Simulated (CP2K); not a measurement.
Two runs for the C K edge of 2-acetylthiophene. Run A: CP2K XAS_TDP, all-electron GAPW, PBEh(45%), aug-cc-pVDZ, TDA, no relativity. Run B differs in one setting.

First lines with a strength over 0.0015. A:

```
                     atom  energy (eV)  states  strength, one atom
 C1 (bonded to C and 3 H)       283.98       1              0.0063
                                284.65       1              0.0207
                                284.91       1              0.0188
                                285.32       1              0.0022
                                285.50       1              0.0040
 C2 (bonded to 2 C and O)       281.92       1              0.0628
                                286.63       1              0.0108
                                288.05       1              0.0044
                                288.33       1              0.0017
                                288.46       1              0.0017
 C4 (bonded to 2 C and S)       281.60       1              0.0303
                                284.37       1              0.0399
                                284.62       1              0.0214
                                285.76       1              0.0042
                                287.52       1              0.0038
 C5 (bonded to 2 C and H)       281.09       1              0.0453
                                284.30       1              0.0087
                                284.66       1              0.0108
                                285.60       1              0.0023
                                285.75       1              0.0029
 C6 (bonded to 2 C and H)       281.81       1              0.0366
                                282.91       1              0.0185
                                284.44       1              0.0106
                                285.32       1              0.0047
                                285.45       1              0.0021
C7 (bonded to C, S and H)       281.47       1              0.0499
                                284.94       1              0.0245
                                285.09       1              0.0041
                                285.26       1              0.0205
                                286.19       1              0.0044
```

B:

```
                     atom  energy (eV)  states  strength, one atom
 C1 (bonded to C and 3 H)       290.33       1              0.0061
                                291.00       1              0.0203
                                291.26       1              0.0184
                                291.67       1              0.0021
                                291.85       1              0.0039
 C2 (bonded to 2 C and O)       288.10       1              0.0615
                                292.81       1              0.0106
                                294.23       1              0.0043
                                294.51       1              0.0016
                                294.64       1              0.0017
 C4 (bonded to 2 C and S)       286.55       1              0.0298
                                289.32       1              0.0392
                                289.57       1              0.0211
                                290.70       1              0.0041
                                292.47       1              0.0038
 C5 (bonded to 2 C and H)       286.70       1              0.0444
                                289.91       1              0.0086
                                290.27       1              0.0106
                                291.22       1              0.0023
                                291.36       1              0.0029
 C6 (bonded to 2 C and H)       287.50       1              0.0358
                                288.60       1              0.0182
                                290.13       1              0.0104
                                291.00       1              0.0046
                                291.13       1              0.0020
C7 (bonded to C, S and H)       286.61       1              0.0491
                                290.08       1              0.0241
                                290.23       1              0.0040
                                290.40       1              0.0201
                                291.33       1              0.0044
```

Q: Which was it: the basis, scalar relativity switched on, GW2X switched on, the functional?

GW2X switched on. GW2X shifts an atom's lines together and keeps their spacings. Against PBEh(45%) in aug-cc-pVDZ, the leading lines move by +6.35 eV (C1, to 291.00), +6.18 eV (C2, to 288.10), +4.95 eV (C4, to 286.55), +5.61 eV (C5, to 286.70), +5.69 eV (C6, to 287.50) and +5.14 eV (C7, to 286.61).

[Banner, clock and machine lines of the logs are left out without a mark of their own.]

[Logs are printed without paths, hosts, clocks, repeated set-up lines and the standing remarks that a program may print on its own settings, such as how far it seeks lower states.]

[Hosts, paths, dates, database ids (printed as entryN), source tags and the programs' standing remarks are cut or masked in the printed files.]
